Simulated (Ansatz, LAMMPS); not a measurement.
# Localised basis functions on glassy 63SiO2-9CaO-11ZnO-11SrO-6Sc2O3 (mol %) (98 atoms), part 2 of 2

Wanted: errors and times of a linear-scaling basis for glassy 63SiO2-9CaO-11ZnO-11SrO-6Sc2O3 (mol %) (98 atoms). A setting counts as converged where the r.m.s. difference of forces stays under 1 % of the r.m.s. force.

Ansatz 0.2.0; Kohn-Sham DFT, PBE, PAW (set soft_2), plane waves.

The cell: 22 Si, 3 Ca, 4 Zn, 4 Sr, 4 Sc and 61 O. The quench rate of 25 K/ps is orders of magnitude faster than experiment. The starting topology of bonds comes from the classical model. Sampling is at Γ alone, for a cell whose shortest periodic width is 11 Å.

So far. Step 7 (Support functions medium, spacing 0.275 Å): Forces differ from the reference by 3.2 meV/Å r.m.s., 0.32 % of their size, within a tolerance of 1 %; the energy by -7.5 meV/atom. It took roughly 4.6 times the reference's time (one timing each, with unlike analyses asked), in 20 cycles against 10. The setting is coarser than the default on purpose.

## (10) The reference in detail (continued)

Valence density in the ac plane at fractional y = 0.314, with atoms of Si and Ca and Zn and O within 0.2 Å of it. It is the smooth field of the valence electrons, not physical close to the nuclei.

Ten steps, logarithmic in the rise over the least value, from '0' (0 e/Å³) to '9' (21 e/Å³), each cell a mean:
```
0000257752000246642112322112210
0000135531001357752123432112221
1000012210000235532112321112333
2000000000000011211111110012443
2100000000000000001000000002333
1110000000122210001100000111211
1110000001244310011100001222111
3210000001244310001100001222222
3210001111233210000000000111123
3210011222101110000000000000012
1100001222112221000011110000111
0000000111112222100113321123321
0000000000111221111122321146653
1122210000000011366421110256763
1245421000000002599621000135542
1355421000000001477420000001110
0133321111000000123210000000000
0011112444200000122210000000000
0000013676410000133320000000000
0000013676310001233210000000000
0000012343100002332110000000000
0000011211000002332100000011110
0000123321000001221000000123310
0000145542000123321000111123320
```
Columns run along a (11.1 Å), rows up along c (11.1 Å). Atoms in or near the plane, at fractional coordinates: Si at (0.36, 0.58), Si at (0.96, 0.73), Ca at (0.90, 0.44), Zn at (0.57, 0.38), O at (0.27, 0.21), O at (0.22, 0.97), O at (0.50, 0.94).

Mean Löwdin charges: Ca +1.76, O -0.88, Sc +1.28, Si +1.71, Sr +1.78, Zn +1.48 e (they miss 1.2 % of the electrons, so they add up to more than the cell's charge).

## (11) Structure statistics

Bonds and neighbours are counted at the geometry of the runs.

Density 3.07 g/cm³, 13.81 Å³ an atom.

Pair distribution functions g(r), in bins of 0.2 Å:

```csv
r (Å),total,O-O,O-Si,O-Sc,O-Sr,O-Zn,O-Ca
1.50,1.50,0.00,5.40,0.00,0.00,0.00,0.00
1.70,2.31,0.00,8.23,0.00,0.00,0.00,0.00
1.90,0.21,0.00,0.00,0.00,0.00,4.11,0.00
2.10,0.65,0.00,0.00,8.76,0.00,4.08,0.00
2.30,0.15,0.00,0.00,0.84,0.39,0.00,2.19
2.50,1.33,2.41,0.00,0.38,2.39,0.67,5.75
2.70,1.37,3.00,0.05,0.00,3.07,0.29,0.00
2.90,0.65,1.07,0.09,0.26,0.78,0.26,0.68
3.10,0.89,1.08,0.29,0.00,0.00,0.92,0.32
3.30,0.92,0.82,0.77,0.21,0.61,0.61,0.28
3.50,1.10,0.97,1.13,0.90,1.44,1.10,0.23
3.70,0.98,0.79,1.52,0.64,0.32,0.31,0.44
3.90,1.06,0.61,1.81,0.71,0.43,1.89,0.57
4.10,1.12,0.70,1.62,1.58,1.44,1.16,1.57
4.30,1.20,0.81,1.57,2.38,0.96,1.44,1.45
4.50,0.94,0.84,0.92,1.08,0.98,1.53,1.73
4.70,1.11,1.27,0.78,1.80,1.40,0.80,1.86
4.90,0.97,1.09,0.80,0.83,1.10,1.09,1.48
5.10,1.03,1.27,0.65,0.51,1.60,0.85,0.90
5.30,1.05,1.46,0.81,0.71,0.94,0.95,0.32
```

Bonds by pair of elements; cutoffs follow the first minimum of g(r), held within bounds set by covalent radii, and pairs that aren't listed don't count as bonded:

```csv
pair A-B,cutoff (Å),bonds,mean length (Å),spread (Å),shortest (Å),B about A,A about B
O-Si,2.08,88,1.61,0.037,1.52,1.44,4
O-Sc,2.76,20,2.11,0.109,2.00,0.328,5
O-Sr,3.12,21,2.65,0.133,2.38,0.344,5.25
O-Zn,2.38,15,2.01,0.076,1.90,0.246,3.75
O-Ca,2.83,16,2.45,0.081,2.24,0.262,5.33
```

How many atoms have how many bonded neighbours:

```csv
element,mean,2,3,4,5,6,7
Ca,5.33,0,0,0,2,1,0
O,2.62,28,28,5,0,0,0
Sc,5,0,0,1,2,1,0
Si,4,0,0,22,0,0,0
Sr,5.25,0,0,2,0,1,1
Zn,3.75,0,1,3,0,0,0
```

Oxygen atoms by the number of network formers (Si, P, Ge, B, Al, As, Ga) bound to them:

```csv
network formers bound to O,O atoms,per cent
0,2,3.3
1,30,49.2
2,29,47.5
```

Network units: each former by its oxygen neighbours and how many of them bridge to another former:

```csv
former,O neighbours,bridging O,atoms
Si,4,1,1
Si,4,2,8
Si,4,3,11
Si,4,4,2
```

Rings of the network by King's shortest-path rule, up to 12 atoms, one path for each pair of neighbours; H, halogens, alkali and alkaline-earth atoms are left out:

```csv
ring size (atoms),rings,per network atom
4,3,0.033
6,6,0.066
8,8,0.088
10,23,0.253
12,16,0.176
```

Among the first-shell peaks of g(r) are those at about 2.6 Å (O-O), 1.6 Å (O-Si), 2.1 Å (O-Sc), 2.6 Å (O-Sr), 2.0 Å (O-Zn) and 2.5 Å (O-Ca). With the cutoffs above, 67 % of Ca atoms have 5, 46 % of O atoms have 2 and as many 3, 50 % of Sc atoms have 5 and all Si atoms have 4 bonded neighbours. 48 % of the oxygens bridge two formers and 49 % are non-bridging; 3 % join none. The commonest Si unit has 4 oxygens, 3 of them shared with other formers (11 of 22 atoms). Rings of 10 atoms are the most common (41 % of those counted); sizes run from 4 to 12, where the search stops.

The surroundings of O82, which bears the longest force, nearest first, numbered as they follow in the input and with coordinates relative to it.

```csv
atom,x,y,z,distance (Å),bonds,Löwdin charge (e),Fx,Fy,Fz (eV/Å)
O82,0.00,0.00,0.00,0.00,2,-0.99,0.97,-3.35,-1.11
Si5,-0.47,1.21,0.78,1.52,4,1.69,-0.59,1.49,0.67
Ca25,0.78,-2.09,0.10,2.24,6,1.77,0.20,1.03,-0.52
O51,-0.31,2.52,-0.14,2.54,2,-0.78,0.28,1.90,-2.17
O58,0.43,1.39,2.16,2.60,3,-0.85,0.65,-1.21,0.24
O63,-2.03,1.17,1.38,2.72,2,-0.80,-0.12,-1.17,0.17
O90,0.59,-1.46,-2.34,2.82,3,-0.84,0.17,0.34,2.53
O41,-1.27,-2.42,1.52,3.13,3,-0.85,2.96,-0.01,0.07
Si17,1.14,-0.07,-2.97,3.18,4,1.66,0.23,-0.06,-0.96
O52,0.25,1.24,-2.96,3.22,3,-0.87,-1.43,1.76,-0.14
```

## (12) What came out

- free energy per atom: -919.9928 eV/atom
- pressure: 4.378 GPa
- r.m.s. force component: 1.006 eV/Å
- gap (highest filled to lowest empty level): 2.616 eV
- wall time of the 6 DFT runs: 9.5 min

Against plane waves at 420 eV, the forces differ by 0.81 meV/Å (0.081 %) with support functions medium. At 98 atoms the fastest of the runs at a preset level, support functions low, takes roughly 4.8 times the time of plane waves (whose run also made extra analyses), in 16 SCF cycles against 10. Differences between support functions and plane waves include what basis error the plane-wave run still has.

Between filled and empty levels lie 2.62 eV (at Γ alone); a semilocal functional tends to put such gaps too low. In a disordered cell it changes from sample to sample, and tail or defect levels can set it. With the cutoffs above, 67 % of Ca atoms have 5, 46 % of O atoms have 2 and as many 3, 50 % of Sc atoms have 5 and all Si atoms have 4 bonded neighbours. 48 % of the oxygens bridge two formers and 49 % are non-bridging; 3 % join none.

Caveats: The geometry was minimised with a classical potential and isn't relaxed at this level: its force components are 1.0 eV/Å r.m.s. The pressure of 4.4 GPa belongs to unrelaxed atoms and would change as they relax.

[Long decimals in the printed logs are rounded to 6 places.]

[Logs are printed without paths, hosts, clocks, repeated set-up lines and the standing remarks that a program may print on its own settings, such as how far it seeks lower states.]

[Hosts, paths, dates, database ids (printed as entryN), source tags and the programs' standing remarks are cut or masked in the printed files.]
